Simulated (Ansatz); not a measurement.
**K on Ni(111): change of the work function**

Wanted: Δφ(θ) for K/Ni(111), starting from the fcc site.

Calculated with Ansatz 0.2.0; plane-wave DFT, PBE, Ansatz PAW.

## Step 1: The structure

The cell holds 4 atoms: 4 Ni. Cell: a = 2.489 Å, b = 2.489 Å, c = 24.097 Å, α = 90.0°, β = 90.0°, γ = 60.0°. Vacuum lies along c.

## Step 2: The clean slab

The bare slab comes first, as the zero from which every change is counted. The two lowest layers are held at bulk places and the upper ones relax. The dipole correction removes the false field that a one-sided slab makes across the periodic vacuum, so each face gets a flat vacuum level of its own.

input.yaml

```yaml
crystal:
  lattice:
    - [2.4890158698, 0.0, 0.0]
    - [1.2445079349, 2.1555509736, 0.0]
    - [0.0, 0.0, 24.0968188426]
  atoms:
    - { symbol: Ni, position: [0.0, 0.0, 0.3734932839], spin: 0.7 }
    - { symbol: Ni, position: [0.3333333333, 0.3333333333, 0.4578310946], spin: 0.7 }
    - { symbol: Ni, position: [0.6666666667, 0.6666666667, 0.5421689054], spin: 0.7 }
    - { symbol: Ni, position: [0.0, 0.0, 0.6265067161], spin: 0.7 }
magnetization:
  spin_polarized: true
kpoints:
  mp_grid: { grid: [12, 12, 1] }
hamiltonian:
  xc: pbe
scf:
  occupations: { method: fermi_dirac, width: 0.1 }
  convergence: { dr2_threshold: 1.0e-08 }
efield:
  axis: 3
  dipole_correction: true
  ramp_position: 0.97
  ramp_width: 0.06
relax:
  f_tol: 0.02
  max_steps: 60
  constraints: [{ sites: [0, 1] }]
output:
  write_potential: true
  write_density: true
  volumetric_format: npy
```

Command:

```sh
$ ansatz run input.yaml --threads 4 --pin off --max-ram 16384MiB --backend cpu --events-out ev --progress --plain --runs-dir out
```

Numbers of over 12 decimals in the logs are rounded to 6 here.

Output:

```text
Engine: ansatz 0.2.0, aarch64-unknown-linux-gnu
Pseudopotentials: kind: paw
Pseudopotential: Ni, paw, valence charge 18, recommended cutoff 420 eV (normal), Ni.paw.azcp
Functional definition: PBE
  parameter kappa = 0.804
  parameter beta = 0.066725
  exchange = pbe_x(kappa = kappa, mu = beta*pi^2/3)
  correlation = pbe_c(beta = beta)
Crystal: 4 atoms, lattice volume = 129.284 Å³
Basis set: ecut = 420 eV, 2439 PW (Γ), exchange–correlation on 36×36×324 points (8 copies of the dense FFT grid, shifted against one another)
Bands: 45, of which v1, the nominal top of the filled ones, is band 36 counted from 1 (35 counted from 0)
Symmetry: 6 space group operations
k-points: 19 of 144 (time reversal used)
Non-local potential: Ni, projectors of the file, l = 0: 3, l = 1: 2, l = 2: 3, l = 3: 1
PAW form: soft (Blöchl's): semilocal exchange-correlation on the pseudo side does not see the compensation charge
PAW one-centre angular grid: Ni, 590 points (default); XC on 64 Gauss nodes
Initial density: superposition of atomic densities (neutral atoms: chi_scale 0, normalization atom)
Starting moments: Σ|m| = 2.8 μB on 4 of 4 sites
Initial wavefunctions: pseudopotential atomic-orbital guess
Functional: x = pbe(κ = 0.804, μ = 0.219515), c = pbe(β = 0.066725)
SCF iter   1: F=—  HF=-23353.905145 eV  |F-HF|=—  |Δ(HF+E_count)|=         —  Δρ=2.86e-2 (↑1.12e-2 ↓2.86e-2)  dr2=2.62e0  dr2_m=2.76e-1  M=2.997 μB ∫|m|=3.146 μB  β_m=1.00  ethr=3.10e-3  p=0.000 e·Å  D=3.58e-13 V/Å  ΔV_dip=-0.00 eV  dr2_dipole=4.80e-7  V_vac-E_F(+/−)=7.25/7.25 eV  ⟨swp⟩=10.9  Hψ=8806  notcnv=0  defer=16
Mixer restart at iter 1: flushing history
efield: sawtooth ramp at fractional position 0.9700 (set: `efield.ramp_position`, or a place that a band, a saddle search or an elastic batch's reference lends), width 0.0600; the density the first Hamiltonian is built on has a dipole p = 0.000 e·Å; the dipole correction subtracts the counter field D = 3.58e-13 V/Å, which shifts the + side's vacuum level by -0.00 eV against the − side's; the planar-averaged density in the ramp window peaks in size at 7.6e-6 e/Å³
preconditioner: auto → LDOS  [metal: Δε(μ)=0.005 eV  Ē_g=7.174 eV  σ=0.100 eV  W_gap=0.01  n_scr=18 (ndim 8)  ℏωp=20.7 eV  f_vac=0.604  D(μ)=7.90/eV (n_scr^D=102)]
spin=Collinear: LDOS preconditioning applied to the charge; magnetization (m = ρ↑ − ρ↓) channel mixes plain (no charge-response kernel on spin).
SCF iter   2: F=—  HF=-23354.537091 eV  |F-HF|=—  |Δ(HF+E_count)|=   6.32e-1  Δρ=1.21e-2 (↑1.21e-2 ↓9.37e-3)  dr2=4.70e-1  dr2_m=6.08e-3  M=2.950 μB ∫|m|=3.239 μB  β_m=0.32  ethr=3.10e-3  p=-0.000 e·Å  D=-1.18e-5 V/Å  ΔV_dip=0.00 eV  dr2_dipole=1.68e-7  V_vac-E_F(+/−)=6.45/6.45 eV  ⟨swp⟩=2.3  Hψ=2954  notcnv=0  defer=39
density mixer auto → msr1: a metal under ldos (density of states about μ 3.85 of a free-electron gas's, 18 screened modes)
SCF iter   3: F=—  HF=-23355.900692 eV  |F-HF|=—  |Δ(HF+E_count)|=    1.36e0  Δρ=6.31e-3 (↑6.31e-3 ↓4.98e-3)  dr2=1.22e-1  dr2_m=5.55e-3  M=2.942 μB ∫|m|=3.263 μB  β_m=0.52  ethr=6.53e-4  p=-0.000 e·Å  D=-2.38e-7 V/Å  ΔV_dip=0.00 eV  dr2_dipole=6.09e-9  V_vac-E_F(+/−)=6.01/6.01 eV  ⟨swp⟩=3.0  Hψ=2841  notcnv=0  defer=40
SCF iter   4: F=—  HF=-23357.393573 eV  |F-HF|=—  |Δ(HF+E_count)|=         —  Δρ=6.98e-3 (↑4.12e-3 ↓6.98e-3)  dr2=1.03e-1  dr2_m=3.75e-3  M=2.826 μB ∫|m|=3.215 μB  β_m=0.52  ethr=1.70e-4  p=-0.000 e·Å  D=-2.46e-6 V/Å  ΔV_dip=0.00 eV  dr2_dipole=3.12e-9  V_vac-E_F(+/−)=5.44/5.44 eV  ⟨swp⟩=3.7  Hψ=3872  notcnv=0  defer=38
SCF iter   5: F=—  HF=-23357.642354 eV  |F-HF|=—  |Δ(HF+E_count)|=   2.49e-1  Δρ=4.88e-3 (↑1.50e-3 ↓4.88e-3)  dr2=3.19e-2  dr2_m=5.57e-3  M=2.736 μB ∫|m|=3.135 μB  β_m=0.76  ethr=1.43e-4  p=0.000 e·Å  D=9.90e-7 V/Å  ΔV_dip=-0.00 eV  dr2_dipole=4.35e-9  V_vac-E_F(+/−)=5.26/5.26 eV  ⟨swp⟩=2.4  Hψ=2763  notcnv=0  defer=40
SCF iter   6: F=—  HF=-23357.693928 eV  |F-HF|=—  |Δ(HF+E_count)|=   5.16e-2  Δρ=2.88e-3 (↑1.47e-3 ↓2.88e-3)  dr2=1.26e-2  dr2_m=1.52e-3  M=2.669 μB ∫|m|=3.070 μB  β_m=0.86  ethr=4.44e-5  p=-0.000 e·Å  D=-5.87e-6 V/Å  ΔV_dip=0.00 eV  dr2_dipole=2.12e-8  V_vac-E_F(+/−)=5.15/5.15 eV  ⟨swp⟩=2.2  Hψ=2708  notcnv=0  defer=40
SCF iter   7: F=—  HF=-23357.694448 eV  |F-HF|=—  |Δ(HF+E_count)|=   5.20e-4  Δρ=2.31e-3 (↑1.35e-3 ↓2.31e-3)  dr2=9.68e-3  dr2_m=5.46e-4  M=2.662 μB ∫|m|=3.065 μB  β_m=0.72  ethr=1.75e-5  p=0.000 e·Å  D=1.37e-5 V/Å  ΔV_dip=-0.00 eV  dr2_dipole=5.02e-8  V_vac-E_F(+/−)=5.06/5.06 eV  ⟨swp⟩=2.7  Hψ=3609  notcnv=0  defer=46
SCF iter   8: F=—  HF=-23357.693229 eV  |F-HF|=—  |Δ(HF+E_count)|=   1.22e-3  Δρ=4.06e-4 (↑1.85e-4 ↓4.06e-4)  dr2=3.64e-4  dr2_m=1.71e-5  M=2.660 μB ∫|m|=3.064 μB  β_m=0.68  ethr=1.34e-5  p=-0.000 e·Å  D=-3.61e-6 V/Å  ΔV_dip=0.00 eV  dr2_dipole=1.02e-8  V_vac-E_F(+/−)=5.09/5.09 eV  ⟨swp⟩=2.0  Hψ=2577  notcnv=0  defer=48
SCF iter   9: F=—  HF=-23357.693190 eV  |F-HF|=—  |Δ(HF+E_count)|=   3.90e-5  Δρ=1.79e-4 (↑7.00e-5 ↓1.79e-4)  dr2=3.02e-5  dr2_m=1.70e-5  M=2.661 μB ∫|m|=3.067 μB  β_m=0.69  ethr=5.05e-7  p=0.000 e·Å  D=3.88e-6 V/Å  ΔV_dip=-0.00 eV  dr2_dipole=1.52e-8  V_vac-E_F(+/−)=5.09/5.09 eV  ⟨swp⟩=3.2  Hψ=3585  notcnv=0  defer=48
SCF iter  10: F=—  HF=-23357.693186 eV  |F-HF|=—  |Δ(HF+E_count)|=   3.73e-6  Δρ=5.06e-5 (↑4.30e-5 ↓5.06e-5)  dr2=1.84e-6  dr2_m=2.32e-6  M=2.661 μB ∫|m|=3.067 μB  β_m=0.80  ethr=4.19e-8  p=-0.000 e·Å  D=-3.65e-6 V/Å  ΔV_dip=0.00 eV  dr2_dipole=5.47e-9  V_vac-E_F(+/−)=5.08/5.08 eV  ⟨swp⟩=2.1  Hψ=2596  notcnv=0  defer=48
SCF iter  11: F=—  HF=-23357.693187 eV  |F-HF|=—  |Δ(HF+E_count)|=   9.69e-7  Δρ=2.04e-5 (↑1.28e-5 ↓2.04e-5)  dr2=6.04e-7  dr2_m=1.91e-7  M=2.661 μB ∫|m|=3.067 μB  β_m=0.87  ethr=2.55e-9  p=0.000 e·Å  D=7.85e-6 V/Å  ΔV_dip=-0.00 eV  dr2_dipole=2.85e-8  V_vac-E_F(+/−)=5.08/5.08 eV  ⟨swp⟩=2.1  Hψ=2536  notcnv=0  defer=48
SCF iter  12: F=—  HF=-23357.693187 eV  |F-HF|=—  |Δ(HF+E_count)|=   2.54e-7  Δρ=1.80e-5 (↑1.52e-5 ↓1.80e-5)  dr2=9.37e-7  dr2_m=1.72e-8  M=2.661 μB ∫|m|=3.067 μB  β_m=0.65  ethr=8.40e-10  p=-0.000 e·Å  D=-1.24e-5 V/Å  ΔV_dip=0.00 eV  dr2_dipole=7.49e-8  V_vac-E_F(+/−)=5.08/5.08 eV  ⟨swp⟩=2.4  Hψ=3336  notcnv=0  defer=48
SCF iter  13: F=—  HF=-23357.693187 eV  |F-HF|=—  |Δ(HF+E_count)|=   2.15e-7  Δρ=3.06e-6 (↑2.12e-6 ↓3.06e-6)  dr2=3.80e-8  dr2_m=2.53e-9  M=2.661 μB ∫|m|=3.067 μB  β_m=0.82  ethr=8.40e-10  p=-0.000 e·Å  D=-2.07e-6 V/Å  ΔV_dip=0.00 eV  dr2_dipole=9.62e-9  V_vac-E_F(+/−)=5.08/5.08 eV  ⟨swp⟩=2.1  Hψ=2509  notcnv=0  defer=48
[...]
density mixer auto → msr1: a metal under ldos (density of states about μ 3.54 of a free-electron gas's, 18 screened modes)
SCF iter   3: F=—  HF=-23357.695252 eV  |F-HF|=—  |Δ(HF+E_count)|=   3.46e-6  Δρ=3.61e-4 (↑3.61e-4 ↓2.26e-4)  dr2=1.98e-4  dr2_m=3.76e-5  M=2.664 μB ∫|m|=3.069 μB  β_m=0.44  ethr=1.15e-6  p=0.001 e·Å  D=1.05e-3 V/Å  ΔV_dip=-0.03 eV  dr2_dipole=3.96e-5  V_vac-E_F(+/−)=5.05/5.08 eV  ⟨swp⟩=1.8  Hψ=2160  notcnv=0  defer=48
SCF iter   4: F=—  HF=-23357.695307 eV  |F-HF|=—  |Δ(HF+E_count)|=   5.46e-5  Δρ=1.71e-4 (↑1.71e-4 ↓1.57e-4)  dr2=3.30e-5  dr2_m=2.06e-5  M=2.663 μB ∫|m|=3.067 μB  β_m=0.46  ethr=2.74e-7  p=0.001 e·Å  D=8.26e-4 V/Å  ΔV_dip=-0.02 eV  dr2_dipole=2.45e-8  V_vac-E_F(+/−)=5.06/5.08 eV  ⟨swp⟩=1.5  Hψ=1942  notcnv=0  defer=48
SCF iter   5: F=—  HF=-23357.695322 eV  |F-HF|=—  |Δ(HF+E_count)|=   1.50e-5  Δρ=7.39e-5 (↑5.22e-5 ↓7.39e-5)  dr2=5.11e-6  dr2_m=4.02e-6  M=2.662 μB ∫|m|=3.067 μB  β_m=0.61  ethr=4.58e-8  p=0.000 e·Å  D=6.00e-4 V/Å  ΔV_dip=-0.01 eV  dr2_dipole=8.35e-7  V_vac-E_F(+/−)=5.07/5.08 eV  ⟨swp⟩=2.2  Hψ=2990  notcnv=0  defer=48
SCF iter   6: F=—  HF=-23357.695328 eV  |F-HF|=—  |Δ(HF+E_count)|=   6.07e-6  Δρ=4.54e-5 (↑4.33e-5 ↓4.54e-5)  dr2=5.56e-6  dr2_m=7.72e-7  M=2.661 μB ∫|m|=3.066 μB  β_m=0.57  ethr=7.10e-9  p=0.000 e·Å  D=4.49e-4 V/Å  ΔV_dip=-0.01 eV  dr2_dipole=1.55e-7  V_vac-E_F(+/−)=5.07/5.08 eV  ⟨swp⟩=3.1  Hψ=3523  notcnv=0  defer=48
SCF iter   7: F=—  HF=-23357.695328 eV  |F-HF|=—  |Δ(HF+E_count)|=   4.71e-7  Δρ=2.52e-5 (↑2.52e-5 ↓1.49e-5)  dr2=2.59e-6  dr2_m=2.45e-7  M=2.661 μB ∫|m|=3.065 μB  β_m=0.52  ethr=7.10e-9  p=0.000 e·Å  D=3.65e-4 V/Å  ΔV_dip=-0.01 eV  dr2_dipole=9.20e-7  V_vac-E_F(+/−)=5.07/5.08 eV  ⟨swp⟩=2.1  Hψ=2796  notcnv=0  defer=48
SCF iter   8: F=—  HF=-23357.695328 eV  |F-HF|=—  |Δ(HF+E_count)|=   1.09e-7  Δρ=1.02e-5 (↑9.83e-6 ↓1.02e-5)  dr2=4.19e-8  dr2_m=1.01e-7  M=2.661 μB ∫|m|=3.065 μB  β_m=0.69  ethr=3.59e-9  p=0.000 e·Å  D=3.80e-4 V/Å  ΔV_dip=-0.01 eV  dr2_dipole=2.31e-9  V_vac-E_F(+/−)=5.07/5.08 eV  ⟨swp⟩=2.4  Hψ=2348  notcnv=0  defer=48
SCF iter   9: F=—  HF=-23357.695329 eV  |F-HF|=—  |Δ(HF+E_count)|=   1.88e-7  Δρ=4.90e-6 (↑4.06e-6 ↓4.90e-6)  dr2=1.37e-7  dr2_m=1.16e-8  M=2.660 μB ∫|m|=3.065 μB  β_m=0.62  ethr=5.82e-11  p=0.000 e·Å  D=3.76e-4 V/Å  ΔV_dip=-0.01 eV  dr2_dipole=2.32e-9  V_vac-E_F(+/−)=5.07/5.08 eV  ⟨swp⟩=3.1  Hψ=3692  notcnv=0  defer=48
SCF iter  10: F=—  HF=-23357.695329 eV  |F-HF|=—  |Δ(HF+E_count)|=   1.71e-9  Δρ=2.50e-6 (↑2.50e-6 ↓2.28e-6)  dr2=2.54e-8  dr2_m=3.15e-9  M=2.660 μB ∫|m|=3.065 μB  β_m=0.56  ethr=5.82e-11  p=0.000 e·Å  D=3.70e-4 V/Å  ΔV_dip=-0.01 eV  dr2_dipole=7.77e-9  V_vac-E_F(+/−)=5.07/5.08 eV  ⟨swp⟩=2.3  Hψ=3260  notcnv=0  defer=48
SCF iter  11: F=—  HF=-23357.695329 eV  |F-HF|=—  |Δ(HF+E_count)|=   4.01e-9  Δρ=1.37e-6 (↑1.37e-6 ↓1.25e-6)  dr2=3.06e-9  dr2_m=1.07e-9  M=2.660 μB ∫|m|=3.065 μB  β_m=0.56  ethr=3.52e-11  p=0.000 e·Å  D=3.74e-4 V/Å  ΔV_dip=-0.01 eV  dr2_dipole=4.16e-10  V_vac-E_F(+/−)=5.07/5.08 eV  ⟨swp⟩=2.0  Hψ=2494  notcnv=0  defer=48
SCF iter  12: F=—  HF=-23357.695329 eV  |F-HF|=—  |Δ(HF+E_count)|=  2.91e-11  Δρ=9.58e-7 (↑9.58e-7 ↓4.74e-7)  dr2=1.32e-9  dr2_m=5.62e-10  M=2.660 μB ∫|m|=3.065 μB  β_m=0.78  ethr=4.26e-12  p=0.000 e·Å  D=3.75e-4 V/Å  ΔV_dip=-0.01 eV  dr2_dipole=6.95e-11  V_vac-E_F(+/−)=5.07/5.08 eV  ⟨swp⟩=2.1  Hψ=2475  notcnv=0  defer=48
SCF iter  13: F=—  HF=-23357.695329 eV  |F-HF|=—  |Δ(HF+E_count)|=   1.55e-9  Δρ=2.67e-6 (↑4.00e-7 ↓2.67e-6)  dr2=1.68e-8  dr2_m=1.71e-9  M=2.660 μB ∫|m|=3.065 μB  β_m=0.89  ethr=1.84e-12  p=0.000 e·Å  D=3.77e-4 V/Å  ΔV_dip=-0.01 eV  dr2_dipole=1.69e-11  V_vac-E_F(+/−)=5.07/5.08 eV  ⟨swp⟩=2.1  Hψ=2451  notcnv=0  defer=48
SCF iter  14: F=-23357.695329 eV  HF=-23357.695329 eV  |F-HF|=3.21e-9  |Δ(HF+E_count)|=  6.80e-10  Δρ=9.79e-7 (↑4.19e-7 ↓9.79e-7)  dr2=3.30e-9  dr2_m=1.18e-10  M=2.660 μB ∫|m|=3.065 μB  ethr=1.84e-12  p=0.000 e·Å  D=3.78e-4 V/Å  ΔV_dip=-0.01 eV  dr2_dipole=6.52e-10  V_vac-E_F(+/−)=5.07/5.08 eV  ⟨swp⟩=6.4  Hψ=10591  notcnv=0
SCF 3 converged in 14 iterations: F = -23357.695329 eV  dr2 = 3.30e-9
relax step   3: F+E_penalty+E_count = -23357.69532856 eV  Δ(F+E_penalty+E_count) = -7.169e-4 eV  max|allowed force component| = 2.492e-3 eV/Å  Δτ_max = 0.0193 Å  (14 SCF iters, accepted)
NSCF: frozen V_eff on 19 k-points
the band table was solved once a step of the walk had ended and its energy, with any forces and stress, was formed, with the checks that follow a solve (9205 applications of the Hamiltonian). They found nothing against the state; the energy, forces and stress were not computed again (output.eigenvalues in the input reference)
WARN: The output density's exchange-correlation potential varies sharply where the density is thin. Do not read a vacuum level from v_tot or v_xc, or from such a field of the output density. On a cell that repeats whose density bears no net charge and no dipole along the vacuum's axis use v_es (v_loc + v_h of the components); under efield.dipole_correction with no amplitude use v_es + v_field, which holds any externa [...]
SCF converged after 14 iterations
Magnetization: 2.6604 μB (37.3302 up, 34.6698 down)
Absolute magnetization: 3.0681 μB (∫|ρ↑−ρ↓|, with the PAW one-centre terms)
Spin contamination: 0.0397 ħ² per cell (⟨S²⟩ above its minimum at these occupations)
Per-site moments (μB) at R_I (Å): [(0.697093, 1.026719), (0.715500, 1.024444), (0.716982, 1.017614), (0.700575, 1.017614)]
Free energy (F): -23357.695329 eV
Harris-Foulkes:  -23357.695329 eV  (|F-HF|=3.21e-9)
Internal energy: -23357.459514 eV  (E = F + TS)
E sigma→0 (E₀):  -23357.577421 eV
Entropy (-TS):   -0.235815 eV (-58.954 meV/atom)
Fermi energy:    2.806611 eV
Dipole field:    D = 0.000421 V/Å  (p = 0.000301 e·Å, saw-weighted, corrected)
Work function:   Φ+ = 5.0720 eV   Φ− = 5.0821 eV
Levels:          The Fermi level and band energies are counted from a zero that moves with the ramp; work functions are not
--- Per-component energies (eV) ---
  E_band       = -2233.047899
  E_kinetic    = 1126.070205
  E_local      = -172553.849253  (includes V_loc(G=0)·N_el)
  E_nonlocal   = 2547.333315
  E_hartree    = 84594.355763
  E_xc         = -336.334421
  E_vxc        = -433.429845  (∫ρ·V_xc dr)
  E_paw        = -6522.740077  (= ΣΔE_a)
  E_vpaw       = -2107.890493  (= ΣTr[D̂ρ^β])
  E_aug_tail   = 0.002094  (compensation charges beyond the density's cutoff)
  E_efield     = 0.000000  (sawtooth field / dipole correction)
  E_vefield    = 0.000308  (∫n·V_field dr)
  E_ewald      = 67787.702860
  E_smearing   = -0.235815  (= −TS)
  E_closure    = -0.000000  (closes the sum)
  Σ components = -23357.695329   (vs F -23357.695329, Δ=0.00e0)
--- Forces (eV/Å), atoms counted from 1 ---
  atom   1  Ni    -0.00000000    -0.00000000     0.14360150
  atom   2  Ni    -0.00000000     0.00000000    -0.14452133
  atom   3  Ni     0.00000000     0.00000000    -0.00158587
  atom   4  Ni    -0.00000000     0.00000000     0.00249198
  max |Σ_I F_I| component: 1.37e-5 eV/Å
--- Band table (eV; the first three rows and the last of 38) ---
  k-point 0 ↑: bands = [... 32 lower, 1.4980, 1.6464, 1.6464, 2.0208, 2.0208, 2.1301, 2.1788, 2.1788, ... 5 higher]
  k-point 1 ↑: bands = [... 32 lower, 1.4402, 1.5080, 1.6627, 1.6938, 1.8504, 2.0182, 2.1827, 2.7997, ... 5 higher]
  k-point 2 ↑: bands = [... 32 lower, 1.2167, 1.3936, 1.5035, 1.6730, 2.0108, 2.1822, 2.1914, 3.6577, ... 5 higher]
  k-point 18 ↓: bands = [... 32 lower, 2.7441, 2.8850, 2.8850, 2.8927, 7.8453, 8.0826, 8.0958, 8.8517, ... 5 higher]
--- Relaxed structure (3 steps of the walk, 3 accepted, 0 SCFs on fresh bases) ---
  F+E_penalty+E_count = -23357.69532856 eV   max|allowed force component| = 2.492e-3 eV/Å
  atoms:
    - { symbol: Ni, position: [0.0, 0.0, 0.373493] }
    - { symbol: Ni, position: [0.333333, 0.333333, 0.4578310946] }
    - { symbol: Ni, position: [0.666667, 0.666667, 0.541888] }
    - { symbol: Ni, position: [0, 0.0, 0.625102] }
```

The job ended after 22 s (4 threads of Arm Neoverse V2, shared host; peak memory 0.54 GiB).

Relaxation path:

| step | energy less that of the first step (eV) | largest force component (eV/Å) |
| --- | --- | --- |
| 1 | 0.0000 | 0.1468 |
| 2 | -0.0014 | 0.0868 |
| 3 | -0.0021 | 0.0025 |

The run keeps the 6 symmetry operations that it works with, so distortions that break them were not tested.

The atoms that moved most (Å):

| atom | dx | dy | dz | length |
| --- | --- | --- | --- | --- |
| Ni4 | 0.000 | 0.000 | -0.034 | 0.034 |
| Ni3 | 0.000 | 0.000 | -0.007 | 0.007 |

The relaxed structure:

```cif
data_structure
_symmetry_space_group_name_H-M 'P 1'
_symmetry_Int_Tables_number 1
_cell_length_a 2.4890
_cell_length_b 2.4890
_cell_length_c 24.0968
_cell_angle_alpha 90.000
_cell_angle_beta 90.000
_cell_angle_gamma 60.000
_cell_volume 129.28
loop_
_atom_site_label
_atom_site_type_symbol
_atom_site_fract_x
_atom_site_fract_y
_atom_site_fract_z
_atom_site_occupancy
Ni1 Ni 0.00000 0.00000 0.37349 1
Ni2 Ni 0.33333 0.33333 0.45783 1
Ni3 Ni 0.66667 0.66667 0.54189 1
Ni4 Ni 0.00000 0.00000 0.62510 1
```

Numbers from this step:

```yaml
energy_at_zero_smearing: -23357.5774 eV
total_moment: 2.660 μB
site_moments: 0.6971, 0.7155, 0.7170, 0.7006 μB
work_function_upper_face: 5.072 eV
dipole_along_the_normal: 3.01e-4 e·Å
```

Running mean over 2.032 Å of the planar mean; the ramp of the sawtooth is left out. Electron's electrostatic potential energy less the Fermi level against z:

| z (Å) | electron's electrostatic potential energy less the Fermi level (eV) |
| --- | --- |
| 3.0 | 5.08 |
| 3.5 | 5.08 |
| 4.0 | 5.08 |
| 4.5 | 5.08 |
| 5.0 | 5.08 |
| 5.5 | 5.07 |
| 6.0 | 5.03 |
| 6.5 | 4.90 |
| 7.0 | 4.40 |
| 7.5 | 2.24 |
| 8.0 | -3.19 |
| 8.5 | -8.38 |
| 9.0 | -10.0 |
| 9.5 | -10.3 |
| 10.0 | -10.3 |
| 10.5 | -10.4 |
| 11.0 | -10.4 |
| 11.5 | -10.4 |
| 12.0 | -10.5 |
| 12.5 | -10.5 |
| 13.0 | -10.4 |
| 13.5 | -10.5 |
| 14.0 | -10.6 |
| 14.5 | -10.5 |
| 15.0 | -10.2 |
| 15.5 | -8.78 |
| 16.0 | -3.97 |
| 16.5 | 1.74 |
| 17.0 | 4.26 |
| 17.5 | 4.85 |
| 18.0 | 5.01 |
| 18.5 | 5.06 |
| 19.0 | 5.07 |
| 19.5 | 5.07 |
| 20.0 | 5.07 |
| 20.5 | 5.07 |
| 21.0 | 5.07 |

Site moment by atom:

| atom | site moment (μB) |
| --- | --- |
| Ni1 | 0.697 |
| Ni2 | 0.715 |
| Ni3 | 0.717 |
| Ni4 | 0.701 |

The relaxation took 3 steps and lowered the energy by 0.0021 eV; the largest force on the free atoms ends at 0.0025 eV/Å.

The work function of the upper face is 5.07 eV.

(Part 1 of 4 ends here.)

[Logs are printed without paths, hosts, clocks, repeated set-up lines and the standing remarks that a program may print on its own settings, such as how far it seeks lower states.]

[Hosts, paths, dates, database ids (printed as entryN), source tags and the programs' standing remarks are cut or masked in the printed files.]

[Maps of the electrostatic potential energy from Ansatz leave out the sawtooth potential of an applied field or a dipole correction, so their vacuum need not be flat; planar profiles and work functions include it.]
